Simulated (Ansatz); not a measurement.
# Lu2BrClO2: complex band structure, part 3 of 3

Aim: relax a made-up compound, Lu2BrClO2, and see how good a tunnel barrier it would be. It is built by putting Lu for La in the La2BrClO2 structure of space group P4mm, with the volume rescaled by atomic radii. The parent structure comes from the Materials Project.

Ansatz 0.2.0; r2SCAN DFT, plane waves, PAW files (the session's first sound run).

So far, gap on the k-mesh (eV): step 3 (band edges, r2SCAN) 5.03; step 5 (r2SCAN JTH, cutoff 1380 eV) 4.99.

The structure was built from a prototype and need not be the compound's stable phase.

**7. A check of the settings: output.transmission.temperature = 600.0**

This step: r2SCAN DFT, plane waves, PAW files; complex bands by layer matching along the plane's normal; changed: output.transmission.temperature = 600.0 (Ansatz 0.2.0).

This run repeats an earlier one, its twin (the complex run, plane (110)), with one setting changed (output.transmission.temperature; files written aside). It is meant to test how the leads' temperature enters. Where the input is shown as a difference, that is against the step before, not the twin.

Contents of input.yaml:

```yaml
crystal:
  lattice:
    - [8.204160478, 0.0, 0.0]
    - [0.0, 5.277241489, 0.0]
    - [0.0, 2.638620744, 2.638620744]
  atoms:
    - { symbol: Lu, position: [0.1318401533, 0.0, 0.0] }
    - { symbol: Lu, position: [0.8596820512, 0.5, 0.0] }
    - { symbol: Br, position: [0.3338520782, 0.5, 0.0] }
    - { symbol: Cl, position: [0.6818974439, 0.0, 0.0] }
    - { symbol: O, position: [0.9963641367, 0.0, 0.5] }
    - { symbol: O, position: [0.9963641367, 0.5, 0.5] }
kpoints:
  mp_grid: { grid: [4, 8, 8] }
scf:
  occupations: { method: fixed }
hamiltonian:
  xc: r2scan
output:
  eigenvalues: true
  transmission:
    leads: [[0, 0]]
    kpoints: [[0.0, 0.0], [0.5, 0.0]]
    e_range: [-1.0, 6.03]
    de: 0.18
    temperature: 600.0
```

The run is started by

```
> ansatz run input.yaml --threads 2 --pin off --max-ram 4096MiB --backend cpu --events-out ev --progress --plain --runs-dir out
```

Numbers of over 12 decimals in the logs are rounded to 6 here.

What it wrote:

```text
[...]
Crystal: 6 atoms, lattice volume = 114.240 Å³
Basis set: ecut = 500 eV, 2925 PW (Γ), exchange–correlation on 240×160×120 points (64 copies of the dense FFT grid, shifted against one another)
Bands: 46, of which v1, the nominal top of the filled ones, is band 38 counted from 1 (37 counted from 0)
Symmetry: 8 space group operations
[...]
k-points: 45 of 256 (time reversal used)
[...]
SCF iter   1: F=—  HF=-34515.068471 eV  |F-HF|=—  |Δ(HF+E_count)|=         —  Δρ=8.42e-3  dr2=5.59e-2  dr2_τ=1.94e-1  ethr=1.77e-3  ⟨swp⟩=4.8  Hψ=7611  notcnv=0  defer=256
[...]
SCF iter   9: F=-34515.142695 eV  HF=-34515.142695 eV  |F-HF|=1.22e-8  |Δ(HF+E_count)|=   4.42e-8  Δρ=5.53e-6  dr2=4.43e-8  dr2_τ=2.67e-9  ethr=1.32e-10  ⟨swp⟩=10.1  Hψ=8732  notcnv=0
SCF 1 converged in 9 iterations: F = -34515.142695 eV  dr2 = 4.43e-8
[...]
transmission: 5 of 10 steps passed
transmission: 10 of 10 steps passed
SCF converged after 9 iterations
Free energy (F): -34515.142695 eV
[...]
Internal energy: -34515.142695 eV  (E = F + TS)
E sigma→0 (E₀):  -34515.142695 eV
Fermi energy:    7.659686 eV
[...]
--- Band table (eV; the first three rows and the last of 45) ---
  k-point 0: bands = [... 34 lower, 6.9563, 7.5977, 7.6597, 7.6597, 12.6856, 12.8938, 13.9174, 14.1880, ... 4 higher]
  k-point 1: bands = [... 34 lower, 6.8150, 7.0054, 7.4667, 7.6048, 13.2827, 13.6757, 14.4117, 14.4972, ... 4 higher]
  k-point 2: bands = [... 34 lower, 6.6398, 6.7021, 7.1777, 7.5695, 13.5698, 13.6963, 15.0351, 15.3200, ... 4 higher]
  k-point 44: bands = [... 34 lower, 6.6754, 6.8778, 7.0751, 7.4655, 13.9301, 14.0727, 14.4966, 14.6236, ... 4 higher]
--- Transmission ---
  basis      : 451 plane waves across, 5 finite elements along
  points     : 2, as listed
[...]
channels       : 0.000000e0 a spin
[...]
slowest decay  : 0.3333 /Å at (0.0000, 0.0000)
```

It took 2.7 min on 2 threads of Intel Xeon 6975P-C (Granite Rapids), shared host; peak memory 1.7 GiB.

Numbers from this step:

```
free energy       : -34515.1427 eV
Fermi energy      : 7.660 eV
gap on the k-mesh : 5.026 eV
```

K parallel (0, 0); values up to 1.5 1/Å, a degenerate pair printed once or twice; energies at which all values exceed this have no row. Im kz of the slowest decaying states against energy, zero at the highest filled level on the SCF mesh:

| energy (eV) | decay 1 (Å⁻¹) | decay 2 (Å⁻¹) | decay 3 (Å⁻¹) | decay 4 (Å⁻¹) |
| --- | --- | --- | --- | --- |
| -1.00 | 0.167 | 0.270 | 0.346 | 0.456 |
| -0.64 | 0.137 | 0.178 | 0.181 | 0.255 |
| -0.28 | 0.118 | 0.296 | 0.384 | 0.415 |
| 0.08 | 0.0903 | 0.235 | 0.271 | 0.302 |
| 0.44 | 0.198 | 0.349 | 0.391 | 0.394 |
| 0.80 | 0.252 | 0.402 | 0.410 | 0.451 |
| 1.16 | 0.287 | 0.420 | 0.441 | 0.482 |
| 1.52 | 0.310 | 0.425 | 0.471 | 0.501 |
| 1.88 | 0.325 | 0.424 | 0.494 | 0.506 |
| 2.24 | 0.332 | 0.418 | 0.502 | 0.511 |
| 2.60 | 0.333 | 0.407 | 0.493 | 0.513 |
| 2.78 | 0.332 | 0.400 | 0.488 | 0.510 |
| 3.14 | 0.324 | 0.382 | 0.473 | 0.501 |
| 3.50 | 0.310 | 0.357 | 0.454 | 0.488 |
| 3.86 | 0.289 | 0.325 | 0.430 | 0.469 |
| 4.22 | 0.259 | 0.281 | 0.400 | 0.446 |
| 4.58 | 0.216 | 0.218 | 0.361 | 0.416 |
| 4.94 | 0.1000 | 0.152 | 0.308 | 0.379 |
| 5.30 | 0.223 | 0.323 | 0.333 | 0.450 |
| 5.66 | 0.127 | 0.151 | 0.271 | 0.400 |
| 6.02 | 0.0265 | 0.173 | 0.176 | 0.306 |

K parallel (0.5, 0); values up to 1.5 1/Å, a degenerate pair printed once or twice; energies at which all values exceed this have no row. Im kz of the slowest decaying states against energy, zero at the highest filled level on the SCF mesh:

```csv
energy (eV),decay 1 (Å⁻¹),decay 2 (Å⁻¹),decay 3 (Å⁻¹),decay 4 (Å⁻¹)
-1.00,0.114,0.245,0.262,0.299
-0.64,0.0774,0.186,0.245,0.313
-0.28,0.121,0.209,0.345,0.369
0.08,0.178,0.275,0.283,0.376
0.44,0.281,0.354,0.397,0.399
0.80,0.330,0.408,0.415,0.452
1.16,0.359,0.427,0.448,0.487
1.52,0.376,0.435,0.478,0.510
1.88,0.385,0.440,0.502,0.524
2.24,0.387,0.440,0.520,0.531
2.60,0.383,0.437,0.532,0.534
2.78,0.379,0.434,0.531,0.539
3.14,0.367,0.424,0.525,0.547
3.50,0.349,0.408,0.514,0.551
3.86,0.325,0.386,0.498,0.547
4.22,0.294,0.357,0.476,0.510
4.58,0.250,0.317,0.449,0.465
4.94,0.184,0.263,0.410,0.415
5.30,0.180,0.334,0.372,0.386
5.66,0.251,0.282,0.314,0.399
6.02,0.228,0.233,0.241,0.332
```

The temperature enters the conductance and not T(E) itself. No conductance was computed here for it to change.

**8. What came out**

```json
{
 "band gap": "5.03 eV",
 "least decay constant at mid-gap, normal to (110)": "0.333 Å⁻¹"
}
```

What this shows: With r2SCAN, the slowest decay at the wavevectors tried is κ = 0.333 Å⁻¹, normal to (110). Through such a film the transmission near mid-gap falls as exp(−2κd), a factor of ten every 3.5 Å. A free electron under a barrier of half the gap would need a mass of 0.17 mₑ to decay at this rate. The compound is made up by substitution; its stability against other phases and against distortions of the cell's symmetry was not tested. r2SCAN still narrows gaps, if less than LDA and GGA do, so real decay constants are likely larger.

[Logs are printed without paths, hosts, clocks, repeated set-up lines and the standing remarks that a program may print on its own settings, such as how far it seeks lower states.]

[Hosts, paths, dates, database ids (printed as entryN), source tags and the programs' standing remarks are cut or masked in the printed files.]
